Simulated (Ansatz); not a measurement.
# Slab bands of Ag(111)-(√3×√3)R30°-Sn surface alloy, part 2 of 3

Wanted: the bands of Ag(111)-(√3×√3)R30°-Sn surface alloy, and its levels against the vacuum.

Ansatz 0.2.0; plane-wave DFT, PBE, Ansatz PAW (the session's first sound run).

So far, work function, upper face (eV): step 2 (relaxation) 4.37.

## (3) Bands and layer weights

Projections on the atoms tell how each level spreads over the atomic layers. In a slab this thin or layered, weight on the outer layers doesn't make a level a surface state.

input.yaml

```yaml
crystal:
  lattice:
    - [5.009206524, 0.0, 0.0]
    - [2.504603262, 4.3381001026, 0.0]
    - [0.0, 0.0, 28.0454504039]
  atoms:
    - { symbol: Ag, position: [1.7e-09, 0.3333333317, 0.3209076649] }
    - { symbol: Ag, position: [0.3333333317, 0.6666666667, 0.3209076649] }
    - { symbol: Ag, position: [0.6666666667, 1.7e-09, 0.3209076649] }
    - { symbol: Ag, position: [0.0, 0.0, 0.4051053714] }
    - { symbol: Ag, position: [0.3333333333, 0.3333333333, 0.4051053714] }
    - { symbol: Ag, position: [0.6666666667, 0.6666666667, 0.4051053714] }
    - { symbol: Ag, position: [0.0016688028, 0.6666666667, 0.4911174806] }
    - { symbol: Ag, position: [0.3316645305, 0.0016688028, 0.4911174806] }
    - { symbol: Ag, position: [0.6666666667, 0.3316645305, 0.4911174806] }
    - { symbol: Ag, position: [-0.0016305019, 0.3349638352, 0.5774292534] }
    - { symbol: Ag, position: [0.3349638352, 0.6666666667, 0.5774292534] }
    - { symbol: Ag, position: [0.6666666667, -0.0016305019, 0.5774292534] }
    - { symbol: Ag, position: [0.0, 0.0, 0.6662657335] }
    - { symbol: Ag, position: [0.3333333333, 0.3333333333, 0.6662657335] }
    - { symbol: Sn, position: [0.6666666667, 0.6666666667, 0.6716267917] }
kpoints:
  mp_grid: { grid: [12, 12, 1] }
  band_path:
    path: [[0, 0, 0], [0.5, 0, 0], [0.66666667, 0.33333333, 0], [0, 0, 0]]
    npoints: 24
hamiltonian:
  xc: pbe
scf:
  occupations: { method: fermi_dirac, width: 0.05 }
  convergence: { dr2_threshold: 1.0e-09 }
efield:
  axis: 3
  dipole_correction: true
  ramp_position: 0.97
  ramp_width: 0.06
output:
  fatbands: true
  dos: { projected: true, e_range: [-8, 5] }
  write_potential: true
  write_density: true
  volumetric_format: npy
  elf: true
```

Command:

```bash
$ ansatz run input.yaml --threads 8 --pin off --max-ram 12288MiB --backend cpu --events-out ev --progress --plain --runs-dir out
```

The program printed:

```text
[...]
Crystal: 15 atoms, lattice volume = 609.440 Å³
Basis set: ecut = 420 eV, 12003 PW (Γ)
Bands: 168, of which v1, the nominal top of the filled ones, is band 140 counted from 1 (139 counted from 0)
Symmetry: 6 space group operations
[...]
k-points: 19 of 144 (time reversal used)
[...]
SCF iter   1: F=—  HF=-112290.419765 eV  |F-HF|=—  |Δ(HF+E_count)|=         —  Δρ=1.22e-3  dr2=1.72e-1  ethr=1.77e-3  p=0.014 e·Å  D=4.27e-3 V/Å  ΔV_dip=-0.12 eV  dr2_dipole=9.13e-2  V_vac-E_F(+/−)=4.30/4.42 eV  ⟨swp⟩=6.6  Hψ=12376  notcnv=0  defer=262
[...]
SCF iter  10: F=-112290.429002 eV  HF=-112290.429002 eV  |F-HF|=1.02e-10  |Δ(HF+E_count)|=  6.11e-10  Δρ=1.18e-7  dr2=1.51e-10  ethr=1.00e-12  p=0.008 e·Å  D=2.49e-3 V/Å  ΔV_dip=-0.07 eV  dr2_dipole=1.43e-11  V_vac-E_F(+/−)=4.39/4.46 eV  ⟨swp⟩=14.5  Hψ=13554  notcnv=0
SCF 1 converged in 10 iterations: F = -112290.429002 eV  dr2 = 1.51e-10
[...]
NSCF: frozen V_eff on 73 k-points
efield: sawtooth ramp at fractional position 0.9700 (kept from the solve that this one continues, or follows in the run), width 0.0600; the density the first Hamiltonian is built on has a dipole p = 0.008 e·Å; the dipole correction subtracts the counter field D = 2.49e-3 V/Å, which shifts the + side's vacuum level by -0.07 eV against the − side's; the planar-averaged density in the ramp window peaks in size at 8.1e-7 e/Å³
[...]
SCF converged after 10 iterations
Free energy (F): -112290.429002 eV
[...]
Internal energy: -112290.391483 eV  (E = F + TS)
E sigma→0 (E₀):  -112290.410243 eV
Entropy (-TS):   -0.037519 eV (-2.501 meV/atom)
Fermi energy:    4.811509 eV
Dipole field:    D = 0.002483 V/Å  (p = 0.008361 e·Å, saw-weighted, corrected)
Work function:   Φ+ = 4.3872 eV   Φ− = 4.4568 eV
[...]
--- Band table (eV; the first three rows and the last of 19) ---
  k-point 0: bands = [... 136 lower, 4.5749, 5.4424, 6.5774, 6.5774, 7.6759, 7.6759, 8.1182, 8.1233, ... 24 higher]
  k-point 1: bands = [... 136 lower, 4.7041, 5.1107, 6.1508, 6.4050, 6.9552, 7.4534, 7.5699, 7.7471, ... 24 higher]
  k-point 2: bands = [... 136 lower, 4.3248, 5.0567, 5.4720, 5.6976, 6.0718, 6.5677, 6.8535, 7.2170, ... 24 higher]
  k-point 18: bands = [... 136 lower, 2.0203, 2.6297, 3.0136, 3.0136, 4.2037, 4.6675, 4.6675, 5.9262, ... 24 higher]
```

It took 6.7 min on 8 threads of Arm Neoverse N1, shared host; peak memory 7.1 GiB; 53 min of CPU time.

Read from the output:

| Quantity | Value |
| --- | --- |
| energy at zero smearing | -112290.4102 eV |
| work function, upper face | 4.387 eV |
| work function, lower face | 4.457 eV |
| dipole along the normal | 0.008361 e·Å |
| step between the vacuum levels | -0.06964 eV |

The density of states has structure finer than the step of the table below, so its rows give means over 0.25 eV. Peaks (eV: height): -5.200: 75.3, -4.550: 94.1, -4.450: 66.8, -4.320: 64.0, -3.760: 64.5, -3.150: 68.2, -2.980: 64.8.

Density of states against energy, zero at the Fermi level; means over each step:

```csv
energy (eV),density of states (states/eV a cell)
-7.75,0.103
-7.50,0
-7.25,0.515
-7.00,0.878
-6.75,0.964
-6.50,1.67
-6.25,5.16
-6.00,28.0
-5.75,43.4
-5.50,41.5
-5.25,35.4
-5.00,36.4
-4.75,47.6
-4.50,59.0
-4.25,45.3
-4.00,43.2
-3.75,49.1
-3.50,48.1
-3.25,41.9
-3.00,46.4
-2.75,8.00
-2.50,4.90
-2.25,3.81
-2.00,3.22
-1.75,4.14
-1.50,3.78
-1.25,4.65
-1.00,4.38
-0.75,3.96
-0.50,3.85
-0.25,5.51
0.00,4.22
0.25,4.16
0.50,5.20
0.75,3.90
1.00,4.69
1.25,4.00
1.50,4.62
1.75,5.61
```

Projected DOS per atom over height of the atomic layer and energy from the Fermi level. Layers: Ag3 Ag3 Ag3 Ag3 Ag2Sn from below.

Ten even steps from '0' (0.00 states/eV) to '9' (4.03 states/eV), each cell a mean:
```
00000
00000
00000
00000
00000
00000
00001
00001
00000
00000
33320
98872
96786
96676
89888
55666
68684
27651
00000
00000
00000
00001
```
Columns: height of the atomic layer (Å) from 9 to 18.7; rows upwards: energy from the Fermi level (eV) from -7.96 to 1.95.

Electronic bands along the path, in eV, zero at the Fermi level:

```csv
point,band 137,band 138,band 139,band 140,band 141,band 142,band 143,band 144
Γ,-0.24,0.63,1.77,1.77,2.86,2.86,3.31,3.31
halfway,-0.83,-0.27,0.01,0.53,0.73,0.96,1.42,1.85
M,-2.10,-1.08,-0.97,-0.64,0.03,0.50,0.70,1.12
halfway,-2.10,-2.07,-1.25,-0.89,-0.53,-0.44,0.68,1.09
K,-2.79,-2.18,-1.80,-1.80,-0.61,-0.14,-0.14,1.11
halfway,-1.08,-0.62,-0.23,-0.22,0.50,0.60,1.01,1.79
Γ,-0.24,0.63,1.77,1.77,2.86,2.86,3.31,3.31
```

Electrostatic potential energy in the ca plane at fractional y = 0.667, with atoms of Ag and Sn within 0.2 Å of it. With pseudopotentials it is smooth inside the atoms' cores, unlike the true potential.

Values in eV, 7 rows by 16 columns, each cell a mean:
```
  2   5 -14 -22   4   6   7   3   0   7   9   9   9   9   9   9
-24  -9   4   2   7   6   6  -6  -3   1   9   9   9   9   9   9
-29 -14   6   7   8   5   6  -4   4  -1   9   9   9   9   9   9
 -7   1   6   6   3 -16  -1  -2  -6   5   9   9   9   9   9   9
  6   7   7   6  -4 -31 -10   6   6   8   9   9   9   9   9   9
  5   7   0  -4   2 -18  -1   6   6   8   9   9   9   9   9   9
  6   6 -18 -26   3   5   7   7   6   8   9   9   9   9   9   9
```
Columns run along c (16.0 Å, from fractional 0.38 to 0.95 of the cell; values clipped at the 3rd and 97th percentile), rows up along a (5.0 Å). Atoms in or near the plane, at fractional coordinates: Ag at (0.41, 0.67), Ag at (0.49, 0.00), Ag at (0.58, 0.33), Sn at (0.67, 0.67).

Valence density in the ca plane at fractional y = 0.667, with atoms of Ag and Sn within 0.2 Å of it. It is the smooth field of the valence electrons, not physical close to the nuclei.

Values in e/Å³, 7 rows by 16 columns, each cell a mean:
```
 0  0  3  6  0  0  0  0  0  0  0  0  0  0  0  0
 6  2  0  0  0  0  0  1  4  0  0  0  0  0  0  0
11  3  0  0  0  0  0  2  7  0  0  0  0  0  0  0
 1  0  0  0  0  3  1  0  1  0  0  0  0  0  0  0
 0  0  0  0  1 13  2  0  0  0  0  0  0  0  0  0
 0  0  1  1  0  4  1  0  0  0  0  0  0  0  0  0
 0  0  5  9  0  0  0  0  0  0  0  0  0  0  0  0
```
Columns run along c (16.0 Å, from fractional 0.38 to 0.95 of the cell), rows up along a (5.0 Å). Atoms in or near the plane, at fractional coordinates: Ag at (0.41, 0.67), Ag at (0.49, 0.00), Ag at (0.58, 0.33), Sn at (0.67, 0.67).

ELF in the ca plane at fractional y = 0.667, with atoms of Ag and Sn within 0.2 Å of it. It is the smooth field of the valence electrons, not physical close to the nuclei.

Ten even steps from '0' (0.00) to '9' (0.82), each cell a mean:
```
12222247875222222222344454321000000000000000
23322234553222222223333445531000000000000000
46642222222111222233321244652100000000000000
68863222221111222333300024553100000000000000
69963222221111222333200024553100000000000000
56652222211112222233321234653100000000000000
23322221112223554223333445542000000000000000
22221112222225787422344454321000000000000000
22221112222236898522233333210000000000000000
22222112222224776422222222110000000000000000
11122223432222444211222221100000000000000000
12222246764222222111222222110000000000000000
12222257986222222112223332210000000000000000
```
Columns run along c (16.0 Å, from fractional 0.38 to 0.95 of the cell), rows up along a (5.0 Å). Atoms in or near the plane, at fractional coordinates: Ag at (0.41, 0.67), Ag at (0.49, 0.00), Ag at (0.58, 0.33), Sn at (0.67, 0.67).

The work function of the upper face is 4.39 eV.

## (4) With spin-orbit coupling

This step: plane-wave DFT, PBE, fully relativistic PAW with spin-orbit coupling (Ansatz 0.2.0).

Heavy atoms split their bands by spin-orbit coupling, so the bands are run again with fully relativistic files.

Changes to input.yaml since step 3:

```diff
@@ -21,12 +21,11 @@
     - { symbol: Sn, position: [0.6666666667, 0.6666666667, 0.6716267917] }
-kpoints:
-  mp_grid: { grid: [12, 12, 1] }
-  band_path:
-    path: [[0, 0, 0], [0.5, 0, 0], [0.66666667, 0.33333333, 0], [0, 0, 0]]
-    npoints: 24
 hamiltonian:
   xc: pbe
+  pseudopotentials: { kind: paw_fr }
+magnetization:
+  noncollinear: true
+  spin_orbit: true
 scf:
   occupations: { method: fermi_dirac, width: 0.05 }
-  convergence: { dr2_threshold: 1.0e-09 }
+  convergence: { dr2_threshold: 1.0e-08 }
 efield:
@@ -38,3 +37,2 @@
   fatbands: true
-  dos: { projected: true, e_range: [-8, 5] }
   write_potential: true
@@ -42,2 +40,6 @@
   volumetric_format: npy
-  elf: true
+kpoints:
+  mp_grid: { grid: [12, 12, 1] }
+  band_path:
+    path: [[0, 0, 0], [0.5, 0, 0], [0.66666667, 0.33333333, 0], [0, 0, 0]]
+    npoints: 14
```

The program printed:

```text
[...]
non-collinear run that drives no moment, with spin-orbit: no starting moment large enough to seed its density (crystal.atoms[].spin), no starting occupations that ask for one, no magnetisation constraint and no magnetic field, so the semilocal B_xc is pinned to zero
Crystal: 15 atoms, lattice volume = 609.440 Å³
Basis set: ecut = 420 eV, 12003 PW (Γ)
Bands: 336, of which v1, the nominal top of the filled ones, is band 280 counted from 1 (279 counted from 0)
Symmetry: 6 space group operations + 6 with time reversal
[...]
k-points: 19 of 144 (time reversal used)
Projection manifold: j_resolved (fully-relativistic pseudo-atomic orbitals)
[...]
SCF iter   1: F=—  HF=-112328.756402 eV  |F-HF|=—  |Δ(HF+E_count)|=         —  Δρ=4.22e-2  dr2=1.28e1  dr2_m=0.00e0 (ungated)  ethr=3.10e-3  |M|=0.00e0 ∫|m|=0.00e0 μB  |m|>n=0.0e0 m-floor=0.0e0 τ_xc=0.0e0  β_m=1.00  p=-0.000 e·Å  D=-2.24e-7 V/Å  ΔV_dip=0.00 eV  dr2_dipole=3.93e-1  V_vac-E_F(+/−)=4.66/4.66 eV  ⟨swp⟩=10.8  Hψ=29518  notcnv=0  defer=678
[...]
spin=Noncollinear: LDOS preconditioning applied to the charge; magnetization (m_x, m_y, m_z) channels mix plain (no charge-response kernel on spin).
SCF iter   2: F=—  HF=-112330.416533 eV  |F-HF|=—  |Δ(HF+E_count)|=    1.66e0  Δρ=5.78e-2  dr2=1.64e1  dr2_m=0.00e0 (ungated)  ethr=3.10e-3  |M|=0.00e0 ∫|m|=0.00e0 μB  |m|>n=0.0e0 m-floor=0.0e0 τ_xc=0.0e0  β_m=0.61  p=-0.009 e·Å  D=-2.70e-3 V/Å  ΔV_dip=0.08 eV  dr2_dipole=1.74e-1  V_vac-E_F(+/−)=4.57/4.50 eV  ⟨swp⟩=3.0  Hψ=14667  notcnv=0  defer=846
[...]
SCF iter  11: F=-112325.489394 eV  HF=-112325.489394 eV  |F-HF|=2.18e-10  |Δ(HF+E_count)|=   9.66e-9  Δρ=5.95e-7  dr2=1.95e-9  dr2_m=0.00e0 (ungated)  ethr=3.57e-12  |M|=0.00e0 ∫|m|=0.00e0 μB  |m|>n=0.0e0 m-floor=0.0e0 τ_xc=0.0e0  p=0.009 e·Å  D=2.53e-3 V/Å  ΔV_dip=-0.07 eV  dr2_dipole=2.60e-14  V_vac-E_F(+/−)=4.39/4.46 eV  ⟨swp⟩=34.7  Hψ=30289  notcnv=0
SCF 1 converged in 11 iterations: F = -112325.489394 eV  dr2 = 1.95e-9
[...]
WARN: The input density's exchange-correlation potential varies sharply where the density is thin. Do not read a vacuum level from v_tot or v_xc, or from such a field of the output density. On a cell that repeats whose density bears no net charge and no dipole along the vacuum's axis use v_es (v_loc + v_h of the components); under efield.dipole_correction with no amplitude use v_es + v_field, which holds any external [...]
SCF converged after 11 iterations
Magnetization: |M| = 0.0000 μB,  M = (+0.0000, +0.0000, +0.0000) μB
Absolute magnetization: 0.0000 μB (∫|m|)
  site 0: m = (+0.0000, +0.0000, +0.0000) μB, |m| = 0.0000 μB  (R = 1.19 Å)
  site 1: m = (+0.0000, +0.0000, +0.0000) μB, |m| = 0.0000 μB  (R = 1.19 Å)
  site 2: m = (+0.0000, +0.0000, +0.0000) μB, |m| = 0.0000 μB  (R = 1.19 Å)
  site 3: m = (+0.0000, +0.0000, +0.0000) μB, |m| = 0.0000 μB  (R = 1.19 Å)
  site 4: m = (+0.0000, +0.0000, +0.0000) μB, |m| = 0.0000 μB  (R = 1.19 Å)
  site 5: m = (+0.0000, +0.0000, +0.0000) μB, |m| = 0.0000 μB  (R = 1.19 Å)
  site 6: m = (+0.0000, +0.0000, +0.0000) μB, |m| = 0.0000 μB  (R = 1.19 Å)
  site 7: m = (+0.0000, +0.0000, +0.0000) μB, |m| = 0.0000 μB  (R = 1.19 Å)
  site 8: m = (+0.0000, +0.0000, +0.0000) μB, |m| = 0.0000 μB  (R = 1.19 Å)
  site 9: m = (+0.0000, +0.0000, +0.0000) μB, |m| = 0.0000 μB  (R = 1.19 Å)
  site 10: m = (+0.0000, +0.0000, +0.0000) μB, |m| = 0.0000 μB  (R = 1.19 Å)
  site 11: m = (+0.0000, +0.0000, +0.0000) μB, |m| = 0.0000 μB  (R = 1.19 Å)
  site 12: m = (+0.0000, +0.0000, +0.0000) μB, |m| = 0.0000 μB  (R = 1.19 Å)
  site 13: m = (+0.0000, +0.0000, +0.0000) μB, |m| = 0.0000 μB  (R = 1.19 Å)
  site 14: m = (+0.0000, +0.0000, +0.0000) μB, |m| = 0.0000 μB  (R = 1.19 Å)
Free energy (F): -112325.489394 eV
[...]
Internal energy: -112325.451458 eV  (E = F + TS)
E sigma→0 (E₀):  -112325.470426 eV
Entropy (-TS):   -0.037936 eV (-2.529 meV/atom)
Fermi energy:    4.809699 eV
Dipole field:    D = 0.002533 V/Å  (p = 0.008530 e·Å, saw-weighted, corrected)
Work function:   Φ+ = 4.3913 eV   Φ− = 4.4623 eV
[...]
--- Band table (eV; the first three rows and the last of 19) ---
  k-point 0: bands = [... 276 lower, 6.4903, 6.4903, 6.6519, 6.6519, 7.6010, 7.6010, 7.7355, 7.7355, ... 52 higher]
  k-point 1: bands = [... 276 lower, 6.1337, 6.1408, 6.3838, 6.4242, 6.9457, 6.9564, 7.4433, 7.4519, ... 52 higher]
  k-point 2: bands = [... 276 lower, 5.4620, 5.4714, 5.6965, 5.6979, 6.0556, 6.0842, 6.5491, 6.5745, ... 52 higher]
  k-point 18: bands = [... 276 lower, 3.0132, 3.0132, 3.0176, 3.0369, 4.2056, 4.2056, 4.6616, 4.6616, ... 52 higher]
```

Wall time 46 min (8 threads); peak memory 11 GiB.

Read from the output:

```
energy at zero smearing        : -112325.4704 eV
work function, upper face      : 4.391 eV
work function, lower face      : 4.462 eV
dipole along the normal        : 0.008530 e·Å
step between the vacuum levels : -0.07105 eV
```

The electronic bands at the labelled points (eV, zero at the Fermi level):

```csv
point,band 277,band 278,band 279,band 280,band 281,band 282,band 283,band 284
Γ,1.68,1.68,1.84,1.84,2.79,2.79,2.93,2.93
halfway,0.00,0.01,0.53,0.53,0.72,0.73,0.95,0.96
M,-0.96,-0.96,-0.63,-0.63,0.02,0.02,0.50,0.50
halfway,-1.26,-1.24,-0.88,-0.88,-0.53,-0.53,-0.45,-0.45
K,-1.80,-1.80,-1.79,-1.77,-0.60,-0.60,-0.15,-0.15
halfway,-0.23,-0.23,-0.22,-0.22,0.49,0.51,0.60,0.60
Γ,1.68,1.68,1.84,1.84,2.79,2.79,2.93,2.93
```

The work function of the upper face is 4.39 eV.

## (5) Close to the zone centre

A Rashba splitting shows at small k, so a short path out of the zone centre is sampled finely.

Changes to input.yaml since step 4:

```diff
@@ -42,4 +42,2 @@
   mp_grid: { grid: [12, 12, 1] }
-  band_path:
-    path: [[0, 0, 0], [0.5, 0, 0], [0.66666667, 0.33333333, 0], [0, 0, 0]]
-    npoints: 14
+  band_path: { path: [[0, 0, 0], [0.2071, 0, 0]], npoints: 30 }
```

The program printed:

```text
[...]
Crystal: 15 atoms, lattice volume = 609.440 Å³
Basis set: ecut = 420 eV, 12003 PW (Γ)
Bands: 336, of which v1, the nominal top of the filled ones, is band 280 counted from 1 (279 counted from 0)
Symmetry: 6 space group operations + 6 with time reversal
[...]
k-points: 19 of 144 (time reversal used)
Projection manifold: j_resolved (fully-relativistic pseudo-atomic orbitals)
[...]
SCF iter   1: F=—  HF=-112328.756402 eV  |F-HF|=—  |Δ(HF+E_count)|=         —  Δρ=4.22e-2  dr2=1.28e1  dr2_m=0.00e0 (ungated)  ethr=3.10e-3  |M|=0.00e0 ∫|m|=0.00e0 μB  |m|>n=0.0e0 m-floor=0.0e0 τ_xc=0.0e0  β_m=1.00  p=-0.000 e·Å  D=-2.24e-7 V/Å  ΔV_dip=0.00 eV  dr2_dipole=3.93e-1  V_vac-E_F(+/−)=4.66/4.66 eV  ⟨swp⟩=10.8  Hψ=29518  notcnv=0  defer=678
[...]
SCF iter  11: F=-112325.489394 eV  HF=-112325.489394 eV  |F-HF|=2.18e-10  |Δ(HF+E_count)|=   9.66e-9  Δρ=5.95e-7  dr2=1.95e-9  dr2_m=0.00e0 (ungated)  ethr=3.57e-12  |M|=0.00e0 ∫|m|=0.00e0 μB  |m|>n=0.0e0 m-floor=0.0e0 τ_xc=0.0e0  p=0.009 e·Å  D=2.53e-3 V/Å  ΔV_dip=-0.07 eV  dr2_dipole=2.60e-14  V_vac-E_F(+/−)=4.39/4.46 eV  ⟨swp⟩=34.7  Hψ=30289  notcnv=0
SCF 1 converged in 11 iterations: F = -112325.489394 eV  dr2 = 1.95e-9
[...]
SCF converged after 11 iterations
Magnetization: |M| = 0.0000 μB,  M = (+0.0000, +0.0000, +0.0000) μB
Absolute magnetization: 0.0000 μB (∫|m|)
  site 0: m = (+0.0000, +0.0000, +0.0000) μB, |m| = 0.0000 μB  (R = 1.19 Å)
  site 1: m = (+0.0000, +0.0000, +0.0000) μB, |m| = 0.0000 μB  (R = 1.19 Å)
  site 2: m = (+0.0000, +0.0000, +0.0000) μB, |m| = 0.0000 μB  (R = 1.19 Å)
  site 3: m = (+0.0000, +0.0000, +0.0000) μB, |m| = 0.0000 μB  (R = 1.19 Å)
  site 4: m = (+0.0000, +0.0000, +0.0000) μB, |m| = 0.0000 μB  (R = 1.19 Å)
  site 5: m = (+0.0000, +0.0000, +0.0000) μB, |m| = 0.0000 μB  (R = 1.19 Å)
  site 6: m = (+0.0000, +0.0000, +0.0000) μB, |m| = 0.0000 μB  (R = 1.19 Å)
  site 7: m = (+0.0000, +0.0000, +0.0000) μB, |m| = 0.0000 μB  (R = 1.19 Å)
  site 8: m = (+0.0000, +0.0000, +0.0000) μB, |m| = 0.0000 μB  (R = 1.19 Å)
  site 9: m = (+0.0000, +0.0000, +0.0000) μB, |m| = 0.0000 μB  (R = 1.19 Å)
  site 10: m = (+0.0000, +0.0000, +0.0000) μB, |m| = 0.0000 μB  (R = 1.19 Å)
  site 11: m = (+0.0000, +0.0000, +0.0000) μB, |m| = 0.0000 μB  (R = 1.19 Å)
  site 12: m = (+0.0000, +0.0000, +0.0000) μB, |m| = 0.0000 μB  (R = 1.19 Å)
  site 13: m = (+0.0000, +0.0000, +0.0000) μB, |m| = 0.0000 μB  (R = 1.19 Å)
  site 14: m = (+0.0000, +0.0000, +0.0000) μB, |m| = 0.0000 μB  (R = 1.19 Å)
Free energy (F): -112325.489394 eV
[...]
Internal energy: -112325.451458 eV  (E = F + TS)
E sigma→0 (E₀):  -112325.470426 eV
Entropy (-TS):   -0.037936 eV (-2.529 meV/atom)
Fermi energy:    4.809699 eV
Dipole field:    D = 0.002533 V/Å  (p = 0.008530 e·Å, saw-weighted, corrected)
Work function:   Φ+ = 4.3913 eV   Φ− = 4.4623 eV
[...]
--- Band table (eV; the first three rows and the last of 19) ---
  k-point 0: bands = [... 276 lower, 6.4903, 6.4903, 6.6519, 6.6519, 7.6010, 7.6010, 7.7355, 7.7355, ... 52 higher]
  k-point 1: bands = [... 276 lower, 6.1337, 6.1408, 6.3838, 6.4242, 6.9457, 6.9564, 7.4433, 7.4519, ... 52 higher]
  k-point 2: bands = [... 276 lower, 5.4620, 5.4714, 5.6965, 5.6979, 6.0556, 6.0842, 6.5491, 6.5745, ... 52 higher]
  k-point 18: bands = [... 276 lower, 3.0132, 3.0132, 3.0176, 3.0369, 4.2056, 4.2056, 4.6616, 4.6616, ... 52 higher]
```

It took 36 min on 8 threads; peak memory 11 GiB; 4.7 h of CPU time.

Electronic bands along the path, in eV, zero at the Fermi level:

```csv
point,band 271,band 272,band 273,band 274,band 275,band 276,band 277,band 278
Γ,-1.83,-1.83,-0.24,-0.24,0.64,0.64,1.68,1.68
halfway,-1.62,-1.60,-0.06,-0.04,0.14,0.15,1.17,1.17
end,-1.21,-1.15,-0.87,-0.84,0.31,0.31,0.33,0.34
```

The levels on this short path go into the next step.

## (6) Spin splitting

This step: plane-wave DFT, PBE, fully relativistic PAW with spin-orbit coupling; spin splitting near the zone centre (Ansatz 0.2.0).

Levels that meet at the zone centre are followed outwards; a split that grows in proportion to k gives the Rashba parameter as ΔE/2k.

This step gave:

| Quantity | Value |
| --- | --- |
| largest split over 2k that stays linear in k | 0.1050 eV Å |

Groups of levels that meet at the zone centre and whose split, tested at two k, grows in proportion to k or stays under 1 meV; groups that fail this test are left out. Spin splitting, by row:

```csv
level at the first point (eV from the Fermi level),states,split at k = 0.030 1/A (eV),split over 2k (eV Å)
-1.833,2,0.0063,0.105
-0.242,2,0.0046,0.07668
0.6387,2,0.0061,0.1017
```

(Part 2 of 3 ends here.)

[Long decimals in the printed logs are rounded to 6 places.]

[Logs are printed without paths, hosts, clocks, repeated set-up lines and the standing remarks that a program may print on its own settings, such as how far it seeks lower states.]

[Hosts, paths, dates, database ids (printed as entryN), source tags and the programs' standing remarks are cut or masked in the printed files.]

[Maps of the electrostatic potential energy from Ansatz leave out the sawtooth potential of an applied field or a dipole correction, so their vacuum need not be flat; planar profiles and work functions include it.]
